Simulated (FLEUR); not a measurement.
# HoSb: parallel and opposed starts

A self-consistent run ends on one state, which hangs on the start. Several orders of HoSb are started in FLEUR and their energies compared.

Calculated with FLEUR MaX-R8.1; LDA (VWN) with U = 4.02 eV, J = 0.7 eV on Ho f; all-electron FLAPW, Dirac cores, scalar-relativistic bands.

Report form: the programs' logs are mostly left out.

## 1. The structure

It takes space group Fm-3m (No. 225, cubic). The conventional cell has a = 6.130 Å, b = 6.130 Å, c = 6.130 Å, α = 90.00°, β = 90.00°, γ = 90.00°. Ho has 6 Sb at 3.06 Å nearest. Nearest to Sb lie 6 Ho at 3.06 Å. Farther neighbours are not listed.

## 2. Start 1: ferro +

The parallel start is the test of whether parallel moments hold. A Hubbard U acts on the open shell, since semilocal functionals spread its electrons too much.

The file n_mmp_mat seeds the f occupations with whole cubic orbitals by Hund's first rule, so that the U acts from the first pass. inpgen writes inp.xml from crystal.txt; cutoffs, mixing, functional, smearing and local orbitals are then set in the file. The k list default-1 (kpts.xml, not shown) is a Γ-centred 8×8×8 mesh; where the ranks do not divide the number of points, some are split in two of half the weight.

Input file inp.xml:

```
<?xml version="1.0" encoding="UTF-8" standalone="no"?>
<fleurInput fleurInputVersion="0.39">
   <comment>
      HoSb
   </comment>
   <calculationSetup>
      <cutoffs Kmax="3.6" Gmax="10.8" GmaxXC="10.8" numbands="0"/>
      <scfLoop itmax="130" minDistance="0.0001" maxIterBroyd="15" imix="Anderson" alpha="0.05" precondParam="0.0" spinf="2.0" sdNocoIR="T"/>
      <coreElectrons ctail="T" frcor="F" kcrel="0" coretail_lmax="0"/>
      <xcFunctional name="vwn" relativisticCorrections="F"/>
      <magnetism jspins="2"/>
      <soc l_soc="F" theta="0.0" phi="0.0" spav="F"/>
      <expertModes spex="0" secvar="F"/>
      <geometryOptimization l_f="F" forcealpha="1.0" forcemix="BFGS" epsdisp="0.00001" epsforce="0.00001"/>
      <ldaU l_linMix="F" mixParam="0.05" spinf="1.0"/>
   </calculationSetup>
   <cell>
      <bzIntegration valenceElectrons="36.0" mode="hist" fermiSmearingEnergy="0.00183747">
         <kPointListSelection listName="default-1"/>
         <xi:include xmlns:xi="http://www.w3.org/2001/XInclude" href="kpts.xml"> </xi:include>
      </bzIntegration>
      <xi:include xmlns:xi="http://www.w3.org/2001/XInclude" href="sym.xml"> </xi:include>
      <bulkLattice scale="1.0">
         <bravaisMatrix>
            <row-1>    0.0000000000000000     5.7920105718989996     5.7920105718989996</row-1>
            <row-2>    5.7920105718989996     0.0000000000000000     5.7920105718989996</row-2>
            <row-3>    5.7920105718989996     5.7920105718989996     0.0000000000000000</row-3>
         </bravaisMatrix>
      </bulkLattice>
   </cell>
   <atomSpecies>
      <species name="Holmium (H4.000" element="Ho" atomicNumber="67">
         <mtSphere radius="2.8" gridPoints="925" logIncrement="0.014"/>
         <atomicCutoffs lmax="10" lnonsphr="8"/>
         <electronConfig flipSpins="F">
            <coreConfig>(1s1/2) (2s1/2) (2p1/2) (2p3/2) (3s1/2) (3p1/2) (3p3/2) (4s1/2) (3d3/2) (3d5/2) (4p1/2) (4p3/2) (4d3/2) (4d5/2)</coreConfig>
            <valenceConfig>(5s1/2) (5p1/2) (5p3/2) (6s1/2) (4f5/2) (4f7/2)</valenceConfig>
            <stateOccupation state="(4f5/2)" spinUp="3.0" spinDown="1.7142857142857"/>
            <stateOccupation state="(4f7/2)" spinUp="4.0" spinDown="2.2857142857143"/>
         </electronConfig>
         <energyParameters s="6" p="6" d="5" f="4"/>
         <ldaU l="3" U="4.02" J="0.7" l_amf="F"/>
         <lo type="SCLO" l="0" n="5" eDeriv="0"/>
         <lo type="SCLO" l="1" n="5" eDeriv="0"/>
      </species>
      <species name="Antimony (Sb)" element="Sb" atomicNumber="51">
         <mtSphere radius="2.8" gridPoints="925" logIncrement="0.014"/>
         <atomicCutoffs lmax="10" lnonsphr="8"/>
         <electronConfig flipSpins="F">
            <coreConfig>(1s1/2) (2s1/2) (2p1/2) (2p3/2) (3s1/2) (3p1/2) (3p3/2) (4s1/2) (3d3/2) (3d5/2) (4p1/2) (4p3/2)</coreConfig>
            <valenceConfig>(5s1/2) (4d3/2) (4d5/2) (5p1/2) (5p3/2)</valenceConfig>
            <stateOccupation state="(5p1/2)" spinUp="0.500000" spinDown="0.500000"/>
            <stateOccupation state="(5p3/2)" spinUp="1.000000" spinDown="1.000000"/>
         </electronConfig>
         <energyParameters s="5" p="5" d="5" f="4"/>
         <lo type="SCLO" l="2" n="4" eDeriv="0"/>
      </species>
   </atomSpecies>
   <atomGroups>
      <atomGroup species="Holmium (H4.000">
         <relPos label="                   1">.0000000000 .0000000000 .0000000000</relPos>
         <force calculate="T" relaxXYZ="TTT"/>
      </atomGroup>
      <atomGroup species="Antimony (Sb)">
         <relPos label="                   2">1.000/2.000 1.000/2.000 1.000/2.000</relPos>
         <force calculate="T" relaxXYZ="TTT"/>
      </atomGroup>
   </atomGroups>
   <output dos="F" band="F" slice="F">
      <bandDOS minEnergy="-.5*Htr" maxEnergy="0.5*Htr" sigma="0.015" storeEVData="T"/>
      <plotting iplot="0" polar="F">
         <plot TwoD="T" vec1="  1.0  0.0  0.0" vec2="  0.0  1.0  0.0" vec3="  0.0  0.0  1.0" zero="  0.0  0.0  0.0" file="plot"/>
      </plotting>
      <moessbauerParams electricFieldGradient="F" isomerShift="F" coreHyperfine="F" valenceHyperfine="F"/>
   </output>
</fleurInput>
```

Input file crystal.txt:

```
HoSb
&input film=F cartesian=F /
0.00000000000  3.06500000000  3.06500000000
3.06500000000  0.00000000000  3.06500000000
3.06500000000  3.06500000000  0.00000000000
1.8897261246
1.0 1.0 1.0

2
67 0.00000000000  0.00000000000  0.00000000000 : 4.000
51 0.50000000000  0.50000000000  0.50000000000

&kpt div1=8 div2=8 div3=8 gamma=T /
```

Command:

```
OMP_NUM_THREADS=1 inpgen -f crystal.txt > inpgen.log  # inp.xml is then edited as shown
OMP_NUM_THREADS=1 mpirun -n 4 fleur_MPI > fleur.log
```

Run time: 23 s. Hardware: 4 MPI ranks of Arm Neoverse V2, shared host; peak memory 0.23 GiB; 90 s of CPU time.

This step gave:

* free energy: -519704.5182 eV
* program's band gap on this mesh (in a metal only a level spacing): 0.05643 eV
* magnetization: 3.919 μB
* final state: ferromagnetic
* largest moment: 3.894 μB

After 27 cycles the largest moment stands at 3.89 μB.

## 3. Start 2: antiferro q=(0,1/2,1/2) +-

An opposed order shows whether neighbours prefer unlike signs.

The cell is doubled to 4 atoms to hold this order. The mesh is halved along the doubled vector, so that both cells sample the same points. The k list default-1 (kpts.xml, not shown) is a Γ-centred 8×4×8 mesh.

Edit inp.xml of step 2 so:

```diff
@@ -17,3 +17,3 @@
    <cell>
-      <bzIntegration valenceElectrons="36.0" mode="hist" fermiSmearingEnergy="0.00183747">
+      <bzIntegration valenceElectrons="72.0" mode="hist" fermiSmearingEnergy="0.00183747">
          <kPointListSelection listName="default-1"/>
@@ -25,4 +25,4 @@
             <row-1>    0.0000000000000000     5.7920105718989996     5.7920105718989996</row-1>
-            <row-2>    5.7920105718989996     0.0000000000000000     5.7920105718989996</row-2>
-            <row-3>    5.7920105718989996     5.7920105718989996     0.0000000000000000</row-3>
+            <row-2>   11.5840211437979992     0.0000000000000000    11.5840211437979992</row-2>
+            <row-3>   11.5840211437979992     5.7920105718989996     5.7920105718989996</row-3>
          </bravaisMatrix>
@@ -39,2 +39,16 @@
             <stateOccupation state="(4f7/2)" spinUp="4.0" spinDown="2.2857142857143"/>
+         </electronConfig>
+         <energyParameters s="6" p="6" d="5" f="4"/>
+         <ldaU l="3" U="4.02" J="0.7" l_amf="F"/>
+         <lo type="SCLO" l="0" n="5" eDeriv="0"/>
+         <lo type="SCLO" l="1" n="5" eDeriv="0"/>
+      </species>
+      <species name="Holmium (H-4.000" element="Ho" atomicNumber="67">
+         <mtSphere radius="2.8" gridPoints="925" logIncrement="0.014"/>
+         <atomicCutoffs lmax="10" lnonsphr="8"/>
+         <electronConfig flipSpins="F">
+            <coreConfig>(1s1/2) (2s1/2) (2p1/2) (2p3/2) (3s1/2) (3p1/2) (3p3/2) (4s1/2) (3d3/2) (3d5/2) (4p1/2) (4p3/2) (4d3/2) (4d5/2)</coreConfig>
+            <valenceConfig>(5s1/2) (5p1/2) (5p3/2) (6s1/2) (4f5/2) (4f7/2)</valenceConfig>
+            <stateOccupation state="(4f5/2)" spinUp="1.7142857142857" spinDown="3.0"/>
+            <stateOccupation state="(4f7/2)" spinUp="2.2857142857143" spinDown="4.0"/>
          </electronConfig>
@@ -63,4 +77,12 @@
       </atomGroup>
+      <atomGroup species="Holmium (H-4.000">
+         <relPos label="                   2">.0000000000 1.000/2.000 .0000000000</relPos>
+         <force calculate="T" relaxXYZ="TTT"/>
+      </atomGroup>
       <atomGroup species="Antimony (Sb)">
-         <relPos label="                   2">1.000/2.000 1.000/2.000 1.000/2.000</relPos>
+         <relPos label="                   3">1.000/2.000 .0000000000 1.000/2.000</relPos>
+         <force calculate="T" relaxXYZ="TTT"/>
+      </atomGroup>
+      <atomGroup species="Antimony (Sb)">
+         <relPos label="                   4">1.000/2.000 1.000/2.000 1.000/2.000</relPos>
          <force calculate="T" relaxXYZ="TTT"/>
```

Input file crystal.txt:

```
HoSb
&input film=F cartesian=F /
0.00000000000  3.06500000000  3.06500000000
6.13000000000  0.00000000000  6.13000000000
6.13000000000  3.06500000000  3.06500000000
1.8897261246
1.0 1.0 1.0

4
67 0.00000000000  0.00000000000  0.00000000000 : 4.000
67 0.00000000000  0.50000000000  0.00000000000 : -4.000
51 0.50000000000  0.00000000000  0.50000000000
51 0.50000000000  0.50000000000  0.50000000000

&kpt div1=8 div2=4 div3=8 gamma=T /
```

The job ended after 8 min (4 MPI ranks; peak memory 0.55 GiB).

Spin moment in the muffin-tin sphere by atom:

```tsv
atom	spin moment in the muffin-tin sphere (μB)
Ho1	3.88
Ho2	-3.88
Sb3	0.00
Sb4	0.00
```

Numbers from this step:

| Property | Result |
| --- | --- |
| free energy | -1039409.0374 eV |
| program's band gap on this mesh (in a metal only a level spacing) | 2.11e-8 eV |
| magnetization | 0 μB |
| final state | antiferromagnetic |

It lies 0.520 meV a seeded atom under the first start, and its largest moment is 3.88 μB against 3.89 μB.

## 4. Run 3 (antiferro q=(0,0,1/2) +-)

Another pattern of signs weighs the neighbour shells otherwise.

This order needs a doubled cell of 4 atoms. The mesh is halved along the doubled vector, so that both cells sample the same points. The k list default-1 (kpts.xml, not shown) is a Γ-centred 8×8×4 mesh.

Edit inp.xml of step 3 so:

```diff
@@ -25,4 +25,4 @@
             <row-1>    0.0000000000000000     5.7920105718989996     5.7920105718989996</row-1>
-            <row-2>   11.5840211437979992     0.0000000000000000    11.5840211437979992</row-2>
-            <row-3>   11.5840211437979992     5.7920105718989996     5.7920105718989996</row-3>
+            <row-2>    5.7920105718989996     0.0000000000000000     5.7920105718989996</row-2>
+            <row-3>   11.5840211437979992    11.5840211437979992     0.0000000000000000</row-3>
          </bravaisMatrix>
@@ -78,3 +78,3 @@
       <atomGroup species="Holmium (H-4.000">
-         <relPos label="                   2">.0000000000 1.000/2.000 .0000000000</relPos>
+         <relPos label="                   2">.0000000000 .0000000000 1.000/2.000</relPos>
          <force calculate="T" relaxXYZ="TTT"/>
@@ -82,7 +82,4 @@
       <atomGroup species="Antimony (Sb)">
-         <relPos label="                   3">1.000/2.000 .0000000000 1.000/2.000</relPos>
-         <force calculate="T" relaxXYZ="TTT"/>
-      </atomGroup>
-      <atomGroup species="Antimony (Sb)">
-         <relPos label="                   4">1.000/2.000 1.000/2.000 1.000/2.000</relPos>
+         <relPos label="                   3">1.000/2.000 1.000/2.000 1.000/4.000</relPos>
+         <relPos label="                   4">1.000/2.000 1.000/2.000 -1.000/4.000</relPos>
          <force calculate="T" relaxXYZ="TTT"/>
```

Input file crystal.txt:

```
HoSb
&input film=F cartesian=F /
0.00000000000  3.06500000000  3.06500000000
3.06500000000  0.00000000000  3.06500000000
6.13000000000  6.13000000000  0.00000000000
1.8897261246
1.0 1.0 1.0

4
67 0.00000000000  0.00000000000  0.00000000000 : 4.000
67 0.00000000000  0.00000000000  0.50000000000 : -4.000
51 0.50000000000  0.50000000000  0.25000000000
51 0.50000000000  0.50000000000  0.75000000000

&kpt div1=8 div2=8 div3=4 gamma=T /
```

Elapsed: 5.8 min, on 4 MPI ranks; peak memory 0.54 GiB; 23 min of CPU time.

Spin moment in the muffin-tin sphere by atom:

```tsv
atom	spin moment in the muffin-tin sphere (μB)
Ho1	3.89
Ho2	-3.89
Sb3	0.00
Sb4	0.00
```

This step gave:

* free energy: -1039409.0385 eV
* program's band gap on this mesh (in a metal only a level spacing): 0.08958 eV
* magnetization: 0 μB
* final state: antiferromagnetic

It lies 1.07 meV a seeded atom under the first start, and its largest moment is 3.89 μB against 3.89 μB.

## 5. Energies of the orders

Free energies are divided by the number of seeded atoms, so that cells of unlike size compare. Wavevectors q in the names are fractions of the primitive cell's reciprocal vectors.

Orders:

```tsv
start	final state	typed order kept	energy over the lowest (meV a seeded atom)	largest sphere moment (μB)	net moment (μB a primitive cell)	mesh matched	CPU time (s)
ferro +	ferromagnetic	yes	1.067	3.894	3.919	yes	89.73
antiferro q=(0,1/2,1/2) +-	antiferromagnetic	yes	0.5462	3.883	0	yes	1931
antiferro q=(0,0,1/2) +-	antiferromagnetic	yes	0	3.888	0	yes	1386
```

## 6. Results

```
lowest state found       : antiferromagnetic (typed antiferro q=(0,0,1/2) +-)
largest site spin moment : 3.89 μB
next finished state      : antiferromagnetic, 0.546 meV a seeded atom higher
```

**Reading.** The lowest state found is antiferromagnetic, reached from the start antiferro q=(0,0,1/2) +-, with moments up to 3.89 μB. The two lowest states lie so close that the mesh, the functional or spin–orbit coupling could swap them. This is the lowest of 3 finished starts, no proof of the ground state. Open f shells have many stationary orbital fillings, so the state need not be the lowest, and spin-only moments miss the orbital part.

[Logs and program files are shortened in this print: banners, set-up blocks, solver, clock and traceback lines can be left out without a mark of their own.]

[Logs are printed without paths, hosts, clocks, repeated set-up lines and the standing remarks that a program may print on its own settings, such as how far it seeks lower states.]

[Hosts, paths, dates, database ids (printed as entryN), source tags and the programs' standing remarks are cut or masked in the printed files.]

[Where a cell is said to come from a database of computed structures, the database is the Materials Project.]
